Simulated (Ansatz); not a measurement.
# Electron scattering at the twin(10-12) boundary in hcp Co, part 3 of 3

How much does the twin(10-12) boundary in hcp Co reflect electrons?

Ansatz 0.2.0; Ansatz plane-wave DFT, PBE, PAW files, collinear spin; relaxation of a bicrystal slab with its lowest layers held; PAW set soft_1 (the session's first sound run).

So far. Step 2 (Relaxing the bicrystal): The largest force component on a free atom ends at 0.0098 eV/Å, under the tolerance of 0.03, after 6 steps.

## 3. Transmission across the boundary (continued)

Level of this step: Ansatz plane-wave DFT, PBE, PAW files, collinear spin; ballistic transport by layer matching (Landauer), zero bias; boundary relaxed in a short slab, bulk layers laid on; PAW set soft_1 (Ansatz).

Open channels over k1 and k2. At 0.0000 eV from the Fermi level, spin down.

Values, 22 rows by 12 columns, each cell a mean:
```
2.00 2.00 2.92 3.92 2.17 4.00 5.83 4.00 2.17 3.92 2.92 2.00
2.00 2.00 2.00 2.83 3.67 3.67 3.67 3.67 3.67 2.83 2.00 2.00
2.00 2.00 2.00 2.00 2.25 2.25 2.25 2.25 2.25 2.00 2.00 2.00
2.00 2.00 2.00 2.00 3.00 3.00 3.00 3.00 3.00 2.00 2.00 2.00
2.00 2.00 2.00 2.00 3.00 3.00 3.42 3.00 3.00 2.00 2.00 2.00
2.00 2.50 2.50 2.50 3.50 3.50 3.50 3.50 3.50 2.50 2.50 2.50
2.00 3.00 3.58 3.58 4.00 3.42 3.00 3.42 4.00 3.58 3.58 3.00
2.00 3.67 4.00 4.00 4.00 3.00 3.00 3.00 4.00 4.00 4.00 3.67
3.50 4.00 4.00 4.00 4.00 3.00 3.00 3.00 4.00 4.00 4.00 4.00
7.33 4.83 4.00 4.83 4.83 3.00 3.00 3.00 4.83 4.83 4.00 4.83
8.00 5.92 4.92 5.00 5.00 3.00 3.00 3.00 5.00 5.00 4.92 5.92
7.67 4.92 4.00 4.92 4.92 3.00 3.00 3.00 4.92 4.92 4.00 4.92
3.67 4.00 4.00 4.00 4.00 3.00 3.00 3.00 4.00 4.00 4.00 4.00
2.00 3.75 4.00 4.00 4.00 3.00 3.00 3.00 4.00 4.00 4.00 3.75
2.00 3.00 3.67 3.67 4.00 3.33 3.00 3.33 4.00 3.67 3.67 3.00
2.00 2.58 2.58 2.58 3.58 3.58 3.42 3.58 3.58 2.58 2.58 2.58
2.00 2.00 2.00 2.00 3.00 3.00 3.50 3.00 3.00 2.00 2.00 2.00
2.00 2.00 2.00 2.00 3.00 3.00 3.00 3.00 3.00 2.00 2.00 2.00
2.00 2.00 2.00 2.00 2.33 2.33 2.33 2.33 2.33 2.00 2.00 2.00
2.00 2.00 2.00 2.75 3.50 3.50 3.50 3.50 3.50 2.75 2.00 2.00
2.00 2.00 2.83 3.83 2.33 4.00 5.67 4.00 2.33 3.83 2.83 2.00
2.00 2.00 3.92 4.00 2.00 4.00 6.00 4.00 2.00 4.00 3.92 2.00
```
Columns: k1 (b1) from -0.5 to 0.417; rows upwards: k2 (b2) from -0.5 to 0.458.

Slowest decay crystal 1 over k1 and k2. At 0.0000 eV from the Fermi level, spin up.

Ten even steps from '0' (0.000) to '9' (0.350):
```
643333533334
000000000000
000000000000
000000000000
000000000000
000000000000
000000000000
000000000000
000000000000
000000000000
000000000000
000000000000
000000000000
000000000000
000000000000
000000000000
000000000000
000000000000
000000000000
000000000000
000000000000
000000000000
643333533334
986545754568
```
Columns: k1 (b1) from -0.5 to 0.417; rows upwards: k2 (b2) from -0.5 to 0.458.

Spin density in the ca plane at fractional y = 0.917, with atoms of Co within 0.2 Å of it.

Ten even steps from '0' (0.0 e/Å³) to '9' (5.4 e/Å³), each cell a mean:
```
00000382000011000000026300004820000000000000
00000362000057100000001000003620000000000000
00000010000045100000000000000100000000000000
00000000000000000000000000000000000000000000
00000000000000000000000000000000000000000000
00000000000000000000000000000000000000000000
00000000000000000000000000000132000000000000
00000000000001310000000000000295000000000000
00000000000003930000241000000131000000000000
00003400000001310000582000000000000000000000
00016710000000000000120000000000000000000000
00002200000000000000000000000000000000000000
00000000000000000000000000000000000000000000
00000000000000000000000000000000000000000000
00000000000000000000001000000000000000000000
00000010000000000000027300000100000000000000
```
Columns run along c (16.0 Å, from fractional 0.69 to 1.00 of the cell), rows up along a (6.0 Å). Atoms in or near the plane, at fractional coordinates: Co at (0.72, 0.34), Co at (0.73, 0.93), Co at (0.78, 0.87), Co at (0.79, 0.46), Co at (0.84, 0.40), Co at (0.85, 0.99), Co at (0.89, 0.93), Co at (0.90, 0.51).

Electrostatic potential energy in the ca plane at fractional y = 0.917, with atoms of Co within 0.2 Å of it. With pseudopotentials it is smooth inside the atoms' cores, unlike the true potential.

Ten even steps from '0' (-31 eV) to '9' (19 eV), each cell a mean:
```
99983000488400379998400038820004899999999999
99983000487100059999731268830005999999999999
99996213787200169999877789862137999999999999
99998778898521489989999999987789999999999999
99899999999877899989999998999888999999999999
98899999889998889999999988998534799999999999
99999999889984357999888999986100489999999999
89988889999850004897335899984000279999999999
68863258999830003883001699996100489999999999
58720017999850005871000599998634799999999999
68610006999985458984001699999888999999999999
89730027999998889997546899889999999999999999
99875578988999999999888999899999889999999999
99998889998999998899876789999999989999999999
88998767899999999899720268987678999999999999
99986102699866789998400038851027999999999999
```
Columns run along c (16.0 Å, from fractional 0.69 to 1.00 of the cell; values clipped at the 3rd and 97th percentile), rows up along a (6.0 Å). Atoms in or near the plane, at fractional coordinates: Co at (0.72, 0.34), Co at (0.73, 0.93), Co at (0.78, 0.87), Co at (0.79, 0.46), Co at (0.84, 0.40), Co at (0.85, 0.99), Co at (0.89, 0.93), Co at (0.90, 0.51).

ELF in the ca plane at fractional y = 0.917, with atoms of Co within 0.2 Å of it. It is the smooth field of the valence electrons, not physical close to the nuclei.

Ten even steps from '0' (0.00) to '9' (0.75), each cell a mean:
```
43323796333345323332268632337963244321000000
33323685332489522333234323236852222210000000
33332343232378423334322234323432222100000000
33343222343234324333433344432333321100000000
43344333444322344333333333444333221000000000
43333333334433334444333333443233211000000000
44443333334423322443222443332465311110000000
24432234434325753332332233322698311211000000
23323322333237973323674223332465323321100000
23247742333225642324895223333232245432100000
23248942333322322433564233333323455443100000
34235532333432234442232343333333444443210000
44322323433333334444333444333333334543210000
44443334443333333344322234443234444543210000
33443222344433343343234423432223444443100000
33432453234222234332369732334532454432100000
```
Columns run along c (16.0 Å, from fractional 0.69 to 1.00 of the cell), rows up along a (6.0 Å). Atoms in or near the plane, at fractional coordinates: Co at (0.72, 0.34), Co at (0.73, 0.93), Co at (0.78, 0.87), Co at (0.79, 0.46), Co at (0.84, 0.40), Co at (0.85, 0.99), Co at (0.89, 0.93), Co at (0.90, 0.51).

Nearest the Fermi level spin up passes 1.68 of 1.77 channels of the lower lead and spin down 1.69 of 3.18.

## 4. Specific resistance

This step: Ansatz plane-wave DFT, PBE, PAW files, collinear spin; ballistic transport by layer matching (Landauer), zero bias; specific resistance of the boundary; PAW set soft_1 (Ansatz 0.2.0).

Numbers from this step:

```yaml
area_resistance: 0.1130 fΩ m²
t_over_the_leads_mean_channel_count: 0.6851
spin_asymmetry_gamma: 0.7814 (R down - R up) / (R down + R up)
```

Averaged over the energies near the Fermi level, 68.5 % of the channels pass, which makes 0.113 fΩ m².

By hand, with means over the energies near the Fermi level: RA per spin = A (h/e²)(1/T − ½[1/N₁ + 1/N₂]); spin up: 14.94×10⁻²⁰ m² × 25 813 Ω × (1/1.675 − ½[1/1.774 + 1/1.771]) = 0.127 fΩ m²; spin down: 14.94×10⁻²⁰ m² × 25 813 Ω × (1/1.716 − ½[1/3.178 + 1/3.174]) = 1.03 fΩ m². The spins conduct in parallel, so 1/RA = 1/0.127 + 1/1.03 and RA = 0.113 fΩ m²; γ = (1.03 − 0.127)/(1.03 + 0.127) = 0.78.

## 5. Summary of results

* specific resistance of the boundary: 0.113 fΩ m²
* share of channels that pass: 0.685

What this shows: The boundary has a specific resistance of 0.11 fΩ m². The boundary reflects 31 % of the channels; 0.11 fΩ m² is 1.1×10⁻¹² Ω·cm². One starting structure was relaxed; another shift or atom count at the boundary may lie lower. One magnetic start was tried, and the two spins conduct in parallel without mixing.

[Logs are printed without paths, hosts, clocks, repeated set-up lines and the standing remarks that a program may print on its own settings, such as how far it seeks lower states.]

[Hosts, paths, dates, database ids (printed as entryN), source tags and the programs' standing remarks are cut or masked in the printed files.]
